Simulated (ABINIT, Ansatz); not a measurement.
## Bismuth (R-3m): zone-centre phonons

Which modes does Bismuth (R-3m) have at the zone centre?

Main program and level: ABINIT 10.8.3; DFT LDA, scalar-relativistic, plane waves, HGH norm-conserving pseudopotentials.

Experimental background.

“The Crystalline Structure of Thin Bismuth Layers Grown on Silicon (111) Substrates” (2022, pmc:9323643) quotes from earlier work for Bi, rhombohedral (rhombohedral powder, earlier literature): Raman mode (Eg) 69 cm⁻¹ [literature value for powder, quoted for comparison]; Raman mode (A1g) 94.5 cm⁻¹ [literature value for powder, quoted for comparison; the paper's table prints 94].

The database entry behind the starting cell lists a temperature near 78 K, so it need not match the best structure at ambient conditions.

### Step 1. The structure

The structure is trigonal, space group R-3m (No. 166). The conventional cell has a = 4.493 Å, b = 4.493 Å, c = 11.471 Å, α = 90.00°, β = 90.00°, γ = 120.00°. Bi has 6 Bi at 3.06 to 3.41 Å nearest.

### Step 2. Relaxation

The harmonic expansion needs vanishing forces, and a free crystal bears no stress, so cell and atoms are brought to rest. Stress is more sensitive to the basis than forces are: the last 3 Ha under the cutoff are smoothed with ecutsm, and the cutoff is raised above that of the later runs.

The starting cell comes from a relaxation made beforehand in Ansatz (LDA, PseudoDojo NC).

Contents of relax.abi:

```
# relaxation
ionmov 2
optcell 2
dilatmx 1.08
ntime 40
tolmxf 1.0d-05
tolvrs 1.0d-14
prtwf 0
prtden 0
chksymtnons 0

# basis, mesh and filling
ecut 26.0
ecutsm 3.0
ixc 7
ngkpt 9 9 9
nshiftk 1
shiftk 0.0 0.0 0.0
istwfk *1
occopt 7
tsmear 0.01
nband 11
nstep 100
diemac 1000000.0
prtebands 0
prtgsr 0
useylm 1

# cell and atoms
acell 3*1.0 Angstrom
rprim 
    2.246519403 1.297028582 3.823696733
    -2.246519403 1.297028582 3.823696733
    0.0 -2.594057164 3.823696733
ntypat 1
znucl 83
natom 2
typat 1 1
xred 
    0.2371881703 0.2371881703 0.2371881703
    0.7628118297 0.7628118297 0.7628118297
pp_dirpath "./pseudo"
pseudos "Bi.hgh"
```

Command:

```
$ OMP_NUM_THREADS=1 mpirun -n 4 abinit relax.abi > relax.log
```

Numbers of over 12 decimals in the logs are rounded to 6 here.

relax.abo, the main output file:

```text
[banners, grids, parts of the stress and lines that vanish by symmetry left out]
- input  file    -> relax.abi
- output file    -> relax.abo
- root for input  files -> relaxi
[...]
Symmetries : space group R-3 m (#166); Bravais hR (rhombohedral)
[...]
mpw =        3627          nfft =       91125          nkpt =          85
[...]
== DATASET  1 ==================================================================
[...]
cutoff_energies: {ecut:  26.0, pawecutdg:  -1.0, }
[...]
Exchange-correlation functional for the present dataset will be:
  LDA: Perdew-Wang 92 LSD fit to Ceperley-Alder data - ixc=7
[...]
ETOT  1  -11.229638488276    -1.123E+01 2.462E-02 4.163E+01
 ETOT  2  -11.241337936632    -1.170E-02 1.985E-03 1.439E+00
 ETOT  3  -11.241480010000    -1.421E-04 9.444E-04 1.111E-02
 ETOT  4  -11.241480771113    -7.611E-07 4.606E-04 1.770E-04
 ETOT  5  -11.241480781028    -9.916E-09 5.532E-04 2.361E-06
[...]
At SCF step   10       vres2   =  4.72E-15 < tolvrs=  1.00E-14 =>converged.
[...]
sigma(1 1)=  1.19921337E-05  sigma(3 2)=  0.00000000E+00
  sigma(2 2)=  1.19921341E-05  sigma(3 1)=  0.00000000E+00
  sigma(3 3)=  3.37111526E-06  sigma(2 1)=  0.00000000E+00
[...]
convergence: {deltae:  3.730E-14, res2:  4.718E-15, residm:  4.060E-05, diffor: null, }
etotal    :  -1.12414808E+01
[...]
ETOT  1  -11.241493415525    -1.124E+01 2.109E-05 4.342E-03
[...]
At SCF step    8       vres2   =  3.67E-15 < tolvrs=  1.00E-14 =>converged.
[...]
sigma(1 1)=  9.84700795E-06  sigma(3 2)=  0.00000000E+00
  sigma(2 2)=  9.84700827E-06  sigma(3 1)=  0.00000000E+00
  sigma(3 3)=  1.15190828E-06  sigma(2 1)=  0.00000000E+00
[...]
convergence: {deltae: -2.309E-14, res2:  3.669E-15, residm:  2.627E-07, diffor: null, }
etotal    :  -1.12414938E+01
[...]
ETOT  1  -11.241517471423    -1.124E+01 3.729E-01 2.538E-01
[...]
At SCF step    9       vres2   =  4.75E-16 < tolvrs=  1.00E-14 =>converged.
[...]
sigma(1 1)= -5.48117137E-06  sigma(3 2)=  0.00000000E+00
  sigma(2 2)= -5.48117104E-06  sigma(3 1)=  0.00000000E+00
  sigma(3 3)= -1.44151716E-05  sigma(2 1)=  0.00000000E+00
[...]
convergence: {deltae: -8.882E-14, res2:  4.749E-16, residm:  4.615E-09, diffor: null, }
etotal    :  -1.12415398E+01
[...]
ETOT  1  -11.241543349146    -1.124E+01 5.539E-08 7.719E-04
[...]
At SCF step    8       vres2   =  8.80E-16 < tolvrs=  1.00E-14 =>converged.
[...]
sigma(1 1)= -4.92289576E-06  sigma(3 2)=  0.00000000E+00
  sigma(2 2)= -4.92289543E-06  sigma(3 1)=  0.00000000E+00
  sigma(3 3)= -1.37925370E-05  sigma(2 1)=  0.00000000E+00
[...]
convergence: {deltae: -1.474E-13, res2:  8.796E-16, residm:  1.471E-09, diffor: null, }
etotal    :  -1.12415434E+01
[...]
ETOT  1  -11.241554361723    -1.124E+01 1.896E-05 2.251E-01
[...]
sigma(1 1)=  3.32334877E-06  sigma(3 2)=  0.00000000E+00
  sigma(2 2)=  3.32334910E-06  sigma(3 1)=  0.00000000E+00
[...]
convergence: {deltae: -3.375E-14, res2:  7.915E-16, residm:  4.406E-07, diffor: null, }
etotal    :  -1.12415737E+01
[...]
ETOT  1  -11.241574399092    -1.124E+01 4.422E-07 1.043E-04
[...]
convergence: {deltae:  1.776E-15, res2:  1.826E-15, residm:  2.612E-08, diffor: null, }
etotal    :  -1.12415744E+01
[...]
ETOT  1  -11.241578153294    -1.124E+01 1.486E-05 1.028E-02
[...]
convergence: {deltae:  6.573E-14, res2:  6.404E-15, residm:  6.621E-08, diffor: null, }
etotal    :  -1.12415791E+01
[...]
ETOT  1  -11.241580605135    -1.124E+01 2.459E-02 4.356E-03
[...]
convergence: {deltae: -4.086E-14, res2:  1.345E-15, residm:  1.319E-08, diffor: null, }
etotal    :  -1.12415810E+01
[...]
ETOT  1  -11.241581471610    -1.124E+01 1.374E-05 9.610E-04
[...]
At SCF step    8       vres2   =  8.11E-16 < tolvrs=  1.00E-14 =>converged.
[...]
sigma(2 2)=  4.33243088E-07  sigma(3 1)=  0.00000000E+00
  sigma(3 3)=  5.19365513E-07  sigma(2 1)=  0.00000000E+00
[...]
convergence: {deltae:  4.441E-14, res2:  8.106E-16, residm:  1.101E-09, diffor: null, }
etotal    :  -1.12415816E+01
[...]
ETOT  1  -11.241581582764    -1.124E+01 2.468E-05 2.381E-05
[...]
ETOT  6  -11.241581584687    -1.599E-14 1.730E-11 1.606E-13
 ETOT  7  -11.241581584687    -5.684E-14 1.733E-11 2.437E-15
 At SCF step    7       vres2   =  2.44E-15 < tolvrs=  1.00E-14 =>converged.
[...]
sigma(1 1)=  2.41577004E-08  sigma(3 2)=  0.00000000E+00
  sigma(2 2)=  2.41580242E-08  sigma(3 1)=  0.00000000E+00
  sigma(3 3)=  7.55013880E-08  sigma(2 1)=  0.00000000E+00
[...]
convergence: {deltae: -5.684E-14, res2:  2.437E-15, residm:  1.733E-11, diffor: null, }
etotal    :  -1.12415816E+01
[...]
At Broyd/MD step  10, gradients are converged :
[...]
sigma(1 1)=  2.41577004E-08  sigma(3 2)=  0.00000000E+00
  sigma(2 2)=  2.41580242E-08  sigma(3 1)=  0.00000000E+00
  sigma(3 3)=  7.55013880E-08  sigma(2 1)=  0.00000000E+00
[...]
- sigma(1 1)=  7.10744083E-04  sigma(3 2)=  0.00000000E+00
- sigma(2 2)=  7.10753610E-04  sigma(3 1)=  0.00000000E+00
- sigma(3 3)=  2.22132753E-03  sigma(2 1)=  0.00000000E+00
[...]
fcart     -4.8842974267E-23  1.9817268809E-21 -3.2933475219E-06
           strten      2.4157700359E-08  2.4158024163E-08  7.5501387977E-08
================================================================================

[key lines of the parts left out:]
pressure_GPa:  -1.2143E-03
Total energy (etotal) [Ha]= -1.12415815846870E+01
```

The job ended after 5 min (4 MPI ranks of Intel Xeon at 2.70GHz, shared host; 20 min of CPU time).

The steps of the relaxation:

| step | energy less that of the first step (eV) | largest force (eV/Å) | volume (Å³) |
| --- | --- | --- | --- |
| 1 | 0.0000 | 0.1140 | 66.85 |
| 2 | -0.0004 | 0.1035 | 66.79 |
| 3 | -0.0016 | 0.0212 | 66.44 |
| 4 | -0.0017 | 0.0194 | 66.47 |
| 5 | -0.0025 | 0.0135 | 67.04 |
| 6 | -0.0025 | 0.0116 | 67.06 |
| 7 | -0.0027 | 0.0015 | 67.14 |
| 8 | -0.0027 | 0.0017 | 67.12 |
| 9 | -0.0027 | 0.0010 | 67.06 |
| 10 | -0.0027 | 0.0002 | 67.04 |

| conventional cell, symmetrised | before | after | change |
| --- | --- | --- | --- |
| a (Å) | 4.493 | 4.474 | -0.4 % |
| b (Å) | 4.493 | 4.474 | -0.4 % |
| c (Å) | 11.471 | 11.602 | +1.1 % |
| volume (Å³/atom) | 33.42 | 33.52 | +0.3 % |

The atoms that moved most (Å, as changes of fractional coordinates times the final cell):

| atom | dx | dy | dz | length |
| --- | --- | --- | --- | --- |
| Bi1 | 0.000 | 0.000 | -0.020 | 0.020 |
| Bi2 | 0.000 | 0.000 | 0.020 | 0.020 |

The relaxed structure:

```xyz
2
Lattice="2.2370 1.2916 3.8674 -2.2370 1.2916 3.8674 0.0000 -2.5831 3.8674" Properties=species:S:1:pos:R:3 pbc="T T T"
Bi    0.0000    0.0000    2.7318
Bi    0.0000    0.0000    8.8704
```

Numbers from this step:

```
volume per atom   : 33.52 Å³
pressure          : -0.001214 GPa
gap on the k-mesh : 0.04245 eV
```

The volume changes by +0.3 % from the cell with which this run began.

### Step 3. Ground state

The response is built on these wavefunctions, so the potential is converged far more tightly than an energy would need. Occupations are smeared.

Contents of gs.abi:

```
# ground state
tolvrs 1.0d-16
prtden 1
prtwf 1

# basis, mesh and filling
ecut 20.0
ixc 7
ngkpt 10 10 10
nshiftk 1
shiftk 0.0 0.0 0.0
istwfk *1
occopt 7
tsmear 0.01
nband 11
nstep 100
diemac 1000000.0
prtebands 0
prtgsr 0
useylm 1

# cell and atoms
acell 3*1.0 Angstrom
rprim 
    2.237037919 1.291554445 3.867402923
    -2.237037919 1.291554445 3.867402923
    0.0 -2.583108889 3.867402923
ntypat 1
znucl 83
natom 2
typat 1 1
xred 
    0.2354580032 0.2354580032 0.2354580032
    0.7645419968 0.7645419968 0.7645419968
pp_dirpath "./pseudo"
pseudos "Bi.hgh"
```

Command:

```
$ OMP_NUM_THREADS=1 mpirun -n 4 abinit gs.abi > gs.log
```

gs.abo, the main output file:

```text
[banners, grids, parts of the stress and lines that vanish by symmetry left out]
- input  file    -> gs.abi
- output file    -> gs.abo
- root for input  files -> gsi
[...]
Symmetries : space group R-3 m (#166); Bravais hR (rhombohedral)
[...]
mpw =        1964          nfft =       46656          nkpt =         116
[...]
== DATASET  1 ==================================================================
[...]
cutoff_energies: {ecut:  20.0, pawecutdg:  -1.0, }
[...]
Exchange-correlation functional for the present dataset will be:
  LDA: Perdew-Wang 92 LSD fit to Ceperley-Alder data - ixc=7
[...]
ETOT  1  -11.230538834292    -1.123E+01 1.718E-02 2.095E+01
 ETOT  2  -11.241233927796    -1.070E-02 1.666E-03 7.005E-01
 ETOT  3  -11.241369717338    -1.358E-04 5.802E-04 5.364E-03
 ETOT  4  -11.241370431467    -7.141E-07 4.089E-04 8.638E-05
 ETOT  5  -11.241370440893    -9.426E-09 3.998E-04 1.712E-06
[...]
ETOT 10  -11.241370441043     2.309E-14 2.699E-05 3.325E-15
 ETOT 11  -11.241370441043     2.132E-14 6.758E-05 4.142E-17
 At SCF step   11       vres2   =  4.14E-17 < tolvrs=  1.00E-16 =>converged.
[...]
sigma(1 1)=  7.86205843E-07  sigma(3 2)= -2.93087138E-13
  sigma(2 2)=  7.86206135E-07  sigma(3 1)=  0.00000000E+00
  sigma(3 3)=  7.74303767E-07  sigma(2 1)=  0.00000000E+00
[...]
convergence: {deltae:  2.132E-14, res2:  4.142E-17, residm:  6.758E-05, diffor: null, }
etotal    :  -1.12413704E+01
[...]
sigma(1 1)=  7.86205843E-07  sigma(3 2)= -2.93087138E-13
  sigma(2 2)=  7.86206135E-07  sigma(3 1)=  0.00000000E+00
  sigma(3 3)=  7.74303767E-07  sigma(2 1)=  0.00000000E+00
[...]
- sigma(1 1)=  2.31309745E-02  sigma(3 2)= -8.62292131E-09
- sigma(2 2)=  2.31309831E-02  sigma(3 1)=  0.00000000E+00
- sigma(3 3)=  2.27808033E-02  sigma(2 1)=  0.00000000E+00
[...]
fcart     -1.4242672509E-20  7.9038709974E-21  1.3076002115E-04
           strten      7.8620584338E-07  7.8620613502E-07  7.7430376699E-07
================================================================================

[key lines of the parts left out:]
pressure_GPa:  -2.3014E-02
```

It took 21 s on 4 MPI ranks.

Read from the output:

```yaml
pressure: -0.02301 GPa
gap_on_the_k_mesh: 0 eV
```

The cell stands at -0.023 GPa, close enough for phonons.

(Part 1 of 2 ends here.)

[Host names and launcher messages were left out of these logs when they were recorded.]

[Logs are printed without paths, hosts, clocks, repeated set-up lines and the standing remarks that a program may print on its own settings, such as how far it seeks lower states.]

[Hosts, paths, dates, database ids (printed as entryN), source tags and the programs' standing remarks are cut or masked in the printed files.]
